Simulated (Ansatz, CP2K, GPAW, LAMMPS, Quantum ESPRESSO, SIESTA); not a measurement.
# Which run comes nearest? Ionic liquid MMIM+ methanesulfonate with Li salt at 400 K (210 atoms)

Density of this cell: 1.30 g/cm³. The cell holds 210 atoms: 50 C, 16 N, 102 H, 10 S, 30 O and 2 Li. Cell: a = 13.042 Å, b = 13.042 Å, c = 13.042 Å, α = 90.0°, β = 90.0°, γ = 90.0°. 8 MMIM+, 10 methanesulfonate, 2 Li+ placed at random, at 1.3 g/cm³; overlaps pushed apart, then 10 ps at 700 K with Joung-Cheatham ions (J. Phys. Chem. B 112, 9020 (2008)); MMFF94 bonds, angles, torsions, charges and radii (Halgren, J. Comput. Chem. 17, 490 (1996)) in harmonic and 12-6 forms; charges of ions scaled by 0.8. Snapshot after 30 ps at 400 K and fixed volume.

Geometry: as built.

The reference, a calculation:

| Property | Result |
| --- | --- |
| method | Kohn-Sham DFT, PBE, PAW, plane waves (Ansatz 0.2.0); cutoff 420 eV, Γ point, fermi-dirac smearing of 0.05 eV; PAW set soft_2 |
| r.m.s. force component | 1.144 eV/Å |
| longest force | 5.162 eV/Å |
| pressure | 3.983 GPa |
| gap (highest filled to lowest empty level) | 2.383 eV |
| SCF cycles | 11 |
| time | 47 s on 4 threads of Arm Neoverse V2, shared host |
| CPU time | 3 min |

Runs, in no order:
A. CP2K PBE, DZVP-MOLOPT-SR, 800/50 Ry, OT DIIS: Kohn-Sham DFT, PBE, GTH-PBE pseudopotentials, Gaussian and plane waves, DZVP-MOLOPT-SR-GTH, orbital transformation
B. QE PBE, sssp-1.3.0-efficiency, 60/480 Ry: Kohn-Sham DFT, PBE, SSSP efficiency 1.3.0 pseudopotentials, plane waves
C. SIESTA PBE, TZP, shift 0.01 Ry, mesh 500 Ry: Kohn-Sham DFT, PBE, PseudoDojo 0.4.1 norm-conserving pseudopotentials (converted to PSML), numerical atomic orbitals (TZP), diagonalisation
D. CP2K PBE, DZVP-MOLOPT-SR, 800/50 Ry, TRS4 filter 1e-04, SCF 1e-05: Kohn-Sham DFT, PBE, GTH-PBE pseudopotentials, Gaussian and plane waves, DZVP-MOLOPT-SR-GTH, linear-scaling purification of the density matrix
E. CP2K PBE, SZV-MOLOPT-SR, 800/50 Ry, OT DIIS: Kohn-Sham DFT, PBE, GTH-PBE pseudopotentials, Gaussian and plane waves, SZV-MOLOPT-SR-GTH, orbital transformation

Q: Order them from the smallest to the largest r.m.s. force difference.

B, A, D, C, E.

```csv
run,"Δ force, r.m.s. (meV/Å)",share of r.m.s. force (%),CPU time
"B. QE PBE, sssp-1.3.0-efficiency, 60/480 Ry",18.6,1.63,26 min
"A. CP2K PBE, DZVP-MOLOPT-SR, 800/50 Ry, OT DIIS",133,11.6,21 min
"D. CP2K PBE, DZVP-MOLOPT-SR, 800/50 Ry, TRS4 filter 1e-04, SCF 1e-05",229,20.0,7.5 min
"C. SIESTA PBE, TZP, shift 0.01 Ry, mesh 500 Ry",591,51.6,9.7 min
"E. CP2K PBE, SZV-MOLOPT-SR, 800/50 Ry, OT DIIS",3211,281,13 min
```

The network of contacts between molecules at the start is that of the classical potential that made the cell, and needn't be the one that DFT or experiment would give. The electronic-structure runs sample only Γ, in a cell whose shortest periodic width is 13 Å.

[Logs are printed without paths, hosts, clocks, repeated set-up lines and the standing remarks that a program may print on its own settings, such as how far it seeks lower states.]

[Hosts, paths, dates, database ids (printed as entryN), source tags and the programs' standing remarks are cut or masked in the printed files.]

[The MMFF94 radii named for the starting cell were scaled by 0.96; in molecules described by MMFF94, hydrogen bound to N, O or S took a small fixed 12-6 site in their place.]
